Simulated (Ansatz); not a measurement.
# Ti2CF2 monolayer: the cell at rest, part 2 of 2

Task: relax Ti2CF2 monolayer tightly.

Ansatz 0.2.0; DFT PBE, scalar-relativistic, plane waves, PAW.

So far. Step 2 (A coarse first look): The coarse mesh shows no gap.

## Step 5: Tight relaxation

Phonons need a cell at rest on their own settings, so the relaxation is repeated with tight tolerances on forces and stress, using the mesh and the filling of the phonon run that follows.

input.yaml

```yaml
crystal:
  lattice:
    - [3.0548480909, 0.0, 0.0]
    - [-1.5274240455, 2.6455760515, 0.0]
    - [0.0, 0.0, 33.2]
  atoms:
    - { symbol: C, position: [0.0, 0.0, 0.3012048193] }
    - { symbol: Ti, position: [0.3333333333, 0.6666666667, 0.3354494578] }
    - { symbol: Ti, position: [0.6666666667, 0.3333333333, 0.2669601808] }
    - { symbol: F, position: [0.6666666667, 0.3333333333, 0.3731620838] }
    - { symbol: F, position: [0.3333333333, 0.6666666667, 0.2292475548] }
  periodic: [true, true, false]
kpoints:
  mp_grid: { grid: [18, 18, 1] }
hamiltonian:
  xc: pbe
scf:
  occupations: { method: methfessel_paxton, width: 0.15 }
output:
  forces: true
  stress: true
  eigenvalues: true
  write_density: true
  write_potential: true
  elf: true
  volumetric_format: npy
relax:
  adjacent_minimum: "off"
  f_tol: 0.001
  max_steps: 60
  cell: { stress_2d_tol: 0.002 }
```

On the command line:

```sh
$ ansatz run input.yaml --threads 8 --pin off --max-ram 14336MiB --backend cpu --events-out ev --progress --plain --runs-dir out
```

Numbers of over 12 decimals in the logs are rounded to 6 here.

What it wrote:

```text
[...]
Crystal: 5 atoms, lattice volume = 268.317 Å³
Basis set: ecut = 420 eV, 5235 PW (Γ), exchange–correlation on 48×48×450 points (8 copies of the dense FFT grid, shifted against one another)
Bands: 26, of which v1, the nominal top of the filled ones, is band 21 counted from 1 (20 counted from 0)
Symmetry: 12 space group operations
[...]
k-points: 37 of 324
[...]
cell:  # Å, volume = 268.3363 Å³
    - [3.054959, 2.88686181450352e-11, 0]
    - [-1.527479, 2.645672, 0]
    - [0, 0, 33.2]
  atoms:
    - { symbol: C, position: [0, 0, 0.3012048193] }
    - { symbol: Ti, position: [0.333333, 0.666667, 0.335431] }
    - { symbol: Ti, position: [0.666667, 0.333333, 0.266978] }
    - { symbol: F, position: [0.666667, 0.333333, 0.373163] }
    - { symbol: F, position: [0.333333, 0.666667, 0.229247] }
[key lines of the parts left out:]
SCF converged after 8 iterations
Free energy (F): -6872.473429 eV
Fermi energy:    -4.810847 eV
P = ½ c Tr σ = 0.0007 N/m
```

It took 16 s on 8 threads of Intel Xeon 6975P-C (Granite Rapids), shared host; peak memory 1 GiB.

Little changed from the start: no atom moved by 0.005 Å and no cell edge by 0.1 %.

Valence density in the ac plane at fractional y = 0.333, with atoms of Ti and F within 0.2 Å of it. It is the smooth field of the valence electrons, not physical close to the nuclei.

Ten steps, logarithmic in the rise over the least value, from '_' (0.00 × 1e0 e/Å³) to '@' (7.05 × 1e0 e/Å³), each cell a mean:
```
________________________________
________________________________
________________________________
________________________________
________________________________
________________________________
________________________________
________________________________
________________________________
________________________________
________________________________
________________________________
________________________________
________________________________
....______..::==**##%%%%%%**==--
--------------==++##%%%%##**==--
============--------------------
------------==**%%@@@@@@@@%%##==
::----------::::::--------::::::
________________________________
________________________________
________________________________
________________________________
________________________________
```
Columns run along a (3.1 Å), rows up along c (33.2 Å). Atoms in or near the plane, at fractional coordinates: Ti at (0.67, 0.27), F at (0.67, 0.37).

ELF in the ac plane at fractional y = 0.333, with atoms of Ti and F within 0.2 Å of it. It is the smooth field of the valence electrons, not physical close to the nuclei.

Ten even steps from '_' (0.00) to '@' (0.66), each cell a mean:
```
________________________________
________________________________
________________________________
________________________________
________________________________
________________________________
________________________________
________________________________
________________________________
________________________________
________________________________
________________________________
________________________________
________________________________
--..______::++%%@@@@@@@@@@@@%%**
::..::::..::--++**##########++==
**########**++==----::::----==++
::--==++==::::++%%##++++##%%**--
==**####**++--................::
__........______________________
________________________________
________________________________
________________________________
________________________________
```
Columns run along a (3.1 Å), rows up along c (33.2 Å). Atoms in or near the plane, at fractional coordinates: Ti at (0.67, 0.27), F at (0.67, 0.37).

Electrostatic potential energy in the ac plane at fractional y = 0.333, with atoms of Ti and F within 0.2 Å of it. With pseudopotentials it is smooth inside the atoms' cores, unlike the true potential.

Ten even steps from '_' (-29 eV) to '@' (0 eV), each cell a mean:
```
@@@@@@@@@@@@@@@@@@@@@@@@@@@@@@@@
@@@@@@@@@@@@@@@@@@@@@@@@@@@@@@@@
@@@@@@@@@@@@@@@@@@@@@@@@@@@@@@@@
@@@@@@@@@@@@@@@@@@@@@@@@@@@@@@@@
@@@@@@@@@@@@@@@@@@@@@@@@@@@@@@@@
@@@@@@@@@@@@@@@@@@@@@@@@@@@@@@@@
@@@@@@@@@@@@@@@@@@@@@@@@@@@@@@@@
@@@@@@@@@@@@@@@@@@@@@@@@@@@@@@@@
@@@@@@@@@@@@@@@@@@@@@@@@@@@@@@@@
@@@@@@@@@@@@@@@@@@@@@@@@@@@@@@@@
@@@@@@@@@@@@@@@@@@@@@@@@@@@@@@@@
@@@@@@@@@@@@@@@@@@@@@@@@@@@@@@@@
@@@@@@@@@@@@@@@@@@@@@@@@@@@@@@@@
@@@@@@@@@@@@@@@@@@@@@@@@@@@@@@@@
@@@@@@@@@@@@@@%%**++====++++##@@
**++++++++******++========++**##
##****++****########******######
**####%%##**==..______________::
%%%%%%%%%%%%%%%%##********####%%
@@@@@@@@@@@@@@@@@@@@@@@@@@@@@@@@
@@@@@@@@@@@@@@@@@@@@@@@@@@@@@@@@
@@@@@@@@@@@@@@@@@@@@@@@@@@@@@@@@
@@@@@@@@@@@@@@@@@@@@@@@@@@@@@@@@
@@@@@@@@@@@@@@@@@@@@@@@@@@@@@@@@
```
Columns run along a (3.1 Å; values clipped at the 3rd and 97th percentile), rows up along c (33.2 Å). Atoms in or near the plane, at fractional coordinates: Ti at (0.67, 0.27), F at (0.67, 0.37).

The largest force component left is 0.024 meV/Å, within the tolerances set.

## Step 6: What came out

```yaml
space_group_after_relaxation: P-3m1
lattice_constant_a: 3.055 Å
lattice_constant_b: 3.055 Å
area_per_atom: 1.62 Å²
```

In words: The largest force component left is 0.024 meV/Å, within the tolerances set. The relaxation keeps the symmetry of its start, so it says nothing on stability against lower symmetry. The starting cell was built on a prototype and not taken from a measurement.

[Logs are printed without paths, hosts, clocks, repeated set-up lines and the standing remarks that a program may print on its own settings, such as how far it seeks lower states.]

[Hosts, paths, dates, database ids (printed as entryN), source tags and the programs' standing remarks are cut or masked in the printed files.]
